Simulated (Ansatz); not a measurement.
# Band gap of Na3MoO4Cl (P4/nmm) from density functionals to GW, part 3 of 3

Aim: the gap of Na3MoO4Cl (P4/nmm) at several levels of theory on one structure, with the time that each takes.

Ansatz 0.2.0; density functionals, hybrids and G0W0, plane waves, PAW. Known limits of the many-body steps: finite bands, screening cutoff and k mesh; no spin-orbit coupling in G0W0; screening cutoff under 40 eV in some runs.

So far. Step 10 (G0W0@PBE, 2×2×4 mesh, 1009 empty bands, screening to …): Over all 9 irreducible mesh points the G0W0 gap is 7.084 eV, from k = (-0.500, -0.500, -0.500) to k = Γ. The PBE gap of this run on the mesh is 4.314 eV. Other states bound it: the two that bound the G0W0 gap lie 4.377 eV apart in PBE, so state for state the correction is 7.084 − 4.377 = +2.707 eV, while gap against gap it is 7.084 − 4.314 = +2.770 eV.

In doubt: masses and optical values from hybrid runs of this build are listed as unsure (step 11), which bears on the screening that GW takes from such a start.

**12. G0W0@r2SCAN, 2×2×4 mesh, 1009 empty bands, screening to 130 eV, PAW set soft_1 files**

This step: G0W0 on r2SCAN, plane waves, PAW; PAW set soft_1.

The input, input.yaml:

```yaml
crystal:
  lattice:
    - [7.4942, 0.0, 0.0]
    - [0.0, 7.4942, 0.0]
    - [0.0, 0.0, 5.3409]
  atoms:
    - { symbol: Na, position: [0.75, 0.75, 0.0] }
    - { symbol: Na, position: [0.75, 0.25, 0.0] }
    - { symbol: Na, position: [0.25, 0.25, 0.0] }
    - { symbol: Na, position: [0.25, 0.75, 0.0] }
    - { symbol: Na, position: [0.5, 0.0, 0.6389095619] }
    - { symbol: Na, position: [0.0, 0.5, 0.3610904381] }
    - { symbol: Mo, position: [0.0, 0.0, 0.5] }
    - { symbol: Mo, position: [0.5, 0.5, 0.5] }
    - { symbol: Cl, position: [0.5, 0.0, 0.155433647] }
    - { symbol: Cl, position: [0.0, 0.5, 0.844566353] }
    - { symbol: O, position: [0.810272275, 0.0, 0.7004856242] }
    - { symbol: O, position: [0.5, 0.310272275, 0.7004856242] }
    - { symbol: O, position: [0.189727725, 0.0, 0.7004856242] }
    - { symbol: O, position: [0.5, 0.689727725, 0.7004856242] }
    - { symbol: O, position: [0.310272275, 0.5, 0.2995143758] }
    - { symbol: O, position: [0.0, 0.189727725, 0.2995143758] }
    - { symbol: O, position: [0.689727725, 0.5, 0.2995143758] }
    - { symbol: O, position: [0.0, 0.810272275, 0.2995143758] }
kpoints:
  mp_grid: { grid: [2, 2, 4] }
hamiltonian:
  xc: r2scan
  pseudopotentials: { kind: paw, azcp: { folder: soft_1 } }
scf:
  occupations: { method: fixed }
gw:
  n_empty_bands: 1009
  ecut_chi: 130.0
  qp_bands: [v4, c4]
  qp_kpoints: band_edges
  screening: { model: contour_deformation }
```

Started as:

```sh
$ ansatz run input.yaml --threads 2 --pin off --max-ram 92160MiB --backend cuda --events-out ev --progress --plain --runs-dir out --devices 1 --max-vram 13GiB
```

Numbers of over 12 decimals in the logs are rounded to 6 here.

The program printed:

```text
GPUs: using 1 of 1 available (devices: 1).
[...]
GPU FFT provider: cuFFT
GPU libraries: cuBLAS 13.8.2, cuFFT 12.4.0, cuSOLVER 12.3.4
Crystal: 18 atoms, lattice volume = 299.961 Å³
Basis set: ecut = 500 eV, 7603 PW (Γ), exchange–correlation on 240×240×160 points (64 copies of the dense FFT grid, shifted against one another)
Bands: 90, of which v1, the nominal top of the filled ones, is band 72 counted from 1 (71 counted from 0)
[...]
0    76      7.1677   -16.7030    -3.7858   -22.4815  0.7917     9.2005     9.1604  root
[...]
8    73      6.9736   -16.1292    -3.8317   -21.8879  0.7968     8.9367     8.9007  root
     8    74      6.9736   -16.1292    -3.8317   -21.8879  0.7968     8.9367     8.9007  root
     8    75      7.2734   -16.6997    -3.7709   -22.4635  0.7932     9.3058     9.2663  root
     8    76      7.2734   -16.6997    -3.7709   -22.4635  0.7932     9.3058     9.2663  root
[key lines of the parts left out:]
SCF converged after 10 iterations
Free energy (F): -25601.581104 eV
Fermi energy:    1.954579 eV
```

It took 70 s on 1 × NVIDIA H100 80GB HBM3 (shared by 6 runs) with 2 threads of AMD EPYC 7R13 (Zen 3), shared host; peak memory 3.9 GiB.

This step gave:

```yaml
bands_summed: 1081
rpa_eps_infinity_on_this_mesh_eigenvalues: 2.390, 2.390, 2.402
plane_waves_in_the_screening_matrix: 1001
g0w0_gap_over_the_corrected_points: 7.321 eV
k_of_the_valence_top: -0.5, -0.5, -0.5
k_of_the_conduction_bottom: 0, 0, 0
starting_gap_on_the_mesh: 4.717 eV
z_at_the_valence_top: 0.7605
z_at_the_conduction_bottom: 0.8136
least_direct_g0w0_gap_over_the_corrected_points: 7.339 eV
```

Over all 9 irreducible mesh points the G0W0 gap is 7.321 eV, from k = (-0.500, -0.500, -0.500) to k = Γ. The r2SCAN gap of this run on the mesh is 4.717 eV. Other states bound it: the two that bound the G0W0 gap lie 4.803 eV apart in r2SCAN, so state for state the correction is 7.321 − 4.803 = +2.518 eV, while gap against gap it is 7.321 − 4.717 = +2.604 eV. G0W0@r2SCAN against G0W0@HSE06 with 1081 bands: 7.321 − 7.635 = −0.314 eV. The runs also differ in plane-wave cutoff (420 eV and 500 eV), so how much of this comes from the start alone is not known.

**13. Gap and time by level**

Each gap is the least one over the points named; times are wall times on shared hosts, not benchmarks. A G0W0 time includes the run's own self-consistent start. Runs with listed points see these and the mesh alone, so an edge that moves elsewhere is missed. Rows marked * are further runs, not shown as steps, whose inputs differ from the G0W0 step on the same start in the columns given; solver thresholds can differ too. Symmetry makes (0.500, 0.500, 0.500) and (-0.500, -0.500, -0.500) one point.

```csv
level,mesh,"files, cutoff","bands summed, screening",points,gap (eV),valence top,conduction bottom,least direct gap (eV),time
LDA,4×4×4,"soft_1 PAW, 420 eV",-,mesh and listed points,4.253,"(0.000, 0.000, 0.500)",Γ,4.276,4.8 s
PBEsol,4×4×4,"soft_1 PAW, 420 eV",-,mesh and listed points,4.298,"(0.500, 0.500, 0.500)",Γ,4.321,6.3 s
PBE,4×4×4,"soft_1 PAW, 420 eV",-,mesh and path,4.314,"(0.500, 0.500, 0.500)",Γ,4.337,9.8 s
PBE+SOC,4×4×4,"soft_1 PAW, 420 eV",-,mesh and listed points,4.309,"(0.000, 0.000, 0.500)",Γ,4.336,11 s
r2SCAN,4×4×4,"soft_1 PAW, 500 eV",-,mesh and listed points,4.717,"(0.500, 0.500, 0.500)",Γ,4.739,12 s
HSE06,2×2×4,"soft_1 PAW, 420 eV",-,mesh and listed points,5.803,"(0.000, 0.500, 0.500)",Γ,5.820,40 s
PBE0,2×2×4,"soft_1 PAW, 420 eV",-,mesh and listed points,6.583,"(0.000, 0.500, 0.500)",Γ,6.600,39 s
DDH-PBE0,2×2×4,"soft_1 PAW, 420 eV",-,mesh and listed points,7.752,"(0.000, 0.500, 0.500)",Γ,7.781,65 s
G0W0@PBE*,2×2×4,"soft_1 PAW, 420 eV","237, 39 eV",all 9 irreducible mesh points,7.373,"(-0.500, -0.500, -0.500)",Γ,7.381,21 s
G0W0@PBE*,2×2×4,"soft_1 PAW, 420 eV","541, 78 eV",all 9 irreducible mesh points,7.099,"(-0.500, -0.500, -0.500)",Γ,7.117,41 s
G0W0@PBE,2×2×4,"soft_1 PAW, 420 eV","1081, 130 eV",all 9 irreducible mesh points,7.084,"(-0.500, -0.500, -0.500)",Γ,7.102,54 s
G0W0@PBE*,2×2×2,"soft_1 PAW, 420 eV","541, 78 eV",all 6 irreducible mesh points,7.106,"(-0.500, -0.500, -0.500)",Γ,7.123,20 s
G0W0@HSE06,2×2×4,"soft_1 PAW, 420 eV","1081, 130 eV",all 9 irreducible mesh points,7.635,"(-0.500, -0.500, -0.500)",Γ,7.648,3.1 min
G0W0@r2SCAN,2×2×4,"soft_1 PAW, 500 eV","1081, 130 eV",all 9 irreducible mesh points,7.321,"(-0.500, -0.500, -0.500)",Γ,7.339,70 s
```

**14. Outcome**

| Item | Value |
| --- | --- |
| LDA, over mesh and listed points | 4.253 eV |
| PBEsol, over mesh and listed points | 4.298 eV |
| PBE, over mesh and path | 4.314 eV |
| PBE+SOC, over mesh and listed points | 4.309 eV |
| r2SCAN, over mesh and listed points | 4.717 eV |
| HSE06, over mesh and listed points | 5.803 eV |
| PBE0, over mesh and listed points | 6.583 eV |
| DDH-PBE0, over mesh and listed points | 7.752 eV |
| G0W0@PBE (1081 bands, 2×2×4), over all 9 irreducible mesh points | 7.084 eV |
| G0W0@HSE06, over all 9 irreducible mesh points | 7.635 eV |
| G0W0@r2SCAN, over all 9 irreducible mesh points | 7.321 eV |
| known limits | finite bands, screening cutoff and k mesh; no spin-orbit coupling in G0W0; screening cutoff under 40 eV in some runs |

The rows run from 4.253 eV (LDA) to 7.752 eV (DDH-PBE0). They differ in mesh, plane-wave cutoff, bands and screening cutoff of G0W0 and the points over which the gap was sought as well as in level, so only pairs that share these are like for like. PBE against PBEsol: 4.314 − 4.298 = +0.016 eV, with the same mesh, files and cutoff, and both edges at the same k points. PBE0 against HSE06: 6.583 − 5.803 = +0.780 eV, with the same mesh, files and cutoff, and both edges at the same k points. DDH-PBE0 against PBE0: 7.752 − 6.583 = +1.169 eV, with the same mesh, files and cutoff, and both edges at the same k points. G0W0@HSE06 against G0W0@PBE with 1081 bands: 7.635 − 7.084 = +0.551 eV, with the same mesh, files and cutoffs, and both edges at the same k points. The dielectric-dependent hybrid took 0.375 of exact exchange, against 0.25 in PBE0. G0W0@PBE (1081 bands, 2×2×4) moves the gap of its own start on the mesh by 7.084 − 4.314 = +2.770 eV, with other states at the edges (they lie 4.377 eV apart at the start). Both edges that PBE shows over mesh and path lie at k points where levels were corrected. Levels at other points were not corrected, so a lower G0W0 gap elsewhere in the zone is not ruled out. G0W0@HSE06 moves the gap of its own start on the mesh by 7.635 − 5.803 = +1.832 eV, with other states at the edges (they lie 5.876 eV apart at the start). Both edges that HSE06 shows over mesh and listed points lie at k points where levels were corrected. G0W0 has the valence top at another k point than that. Levels at other points were not corrected, so a lower G0W0 gap elsewhere in the zone is not ruled out. G0W0@r2SCAN moves the gap of its own start on the mesh by 7.321 − 4.717 = +2.604 eV, with other states at the edges (they lie 4.803 eV apart at the start). Both edges that r2SCAN shows over mesh and listed points lie at k points where levels were corrected. Levels at other points were not corrected, so a lower G0W0 gap elsewhere in the zone is not ruled out. What spin-orbit coupling does to the G0W0 levels was not computed, so no sum with the G0W0 gap is formed. For G0W0@PBE: from 237 bands and 39 eV to 1081 bands and 130 eV the gap moves by 7.084 − 7.373 = −0.289 eV (rung by rung 7.373, 7.099, 7.084 eV); bands and screening cutoff rise together, so their parts are not told apart. A line in one over the bands through the two highest rungs gives 7.084 + (7.084 − 7.099) × 541 / (1081 − 541) = 7.069 eV, and through the pair below 7.099 + (7.099 − 7.373) × 237 / (541 − 237) = 6.885 eV. The two differ by 0.184 eV, not under the 0.030 eV asked, so the law does not hold well over these rungs and the limit is not known. The other G0W0 rows are shown at one basis each (1081 bands), so their distance from the limit is not known here. With the 2×2×2 mesh in place of the 2×2×4 mesh and all else as in the G0W0@PBE row with 541 bands, the gap differs by 7.106 − 7.099 = +0.007 eV, and that of the start by 4.313 − 4.314 = −0.001 eV. The G0W0 runs are scalar-relativistic. G0W0@PBE runs of this series with other atomic data on the same mesh, not shown as steps, give 7.100 eV (hard PAW, 930 eV, 1568 bands, screening to 169 eV); where bands and cutoffs differ too, the part of the files is not isolated. A screening cutoff under 40 eV is crude: G0W0@PBE with 237 bands at 39 eV.

[Paths, hosts, dates, memory and timing lines, banners, echoed tables and standing remarks are left out of the program output.]

[Logs are printed without paths, hosts, clocks, repeated set-up lines and the standing remarks that a program may print on its own settings, such as how far it seeks lower states.]

[Runs of the session that timed out or met a known fault of the program may be left out.]

[Cells called generated may have been cut or substituted from an entry of the Crystallography Open Database or the Materials Project.]

[Hosts, paths, dates, database ids (printed as entryN), source tags and the programs' standing remarks are cut or masked in the printed files.]

[Where an RPA ε∞ is given, it is that of the G0W0 mesh and is not shown converged in it. Names of k-points follow the symmetry that the program found, which can be lower than the space group named. Band edges on a path are those of the sampled points; other points can move an edge, and change direct to indirect where valleys lie close.]

[Hybrid gaps are those of their k-mesh and are not shown converged in it.]
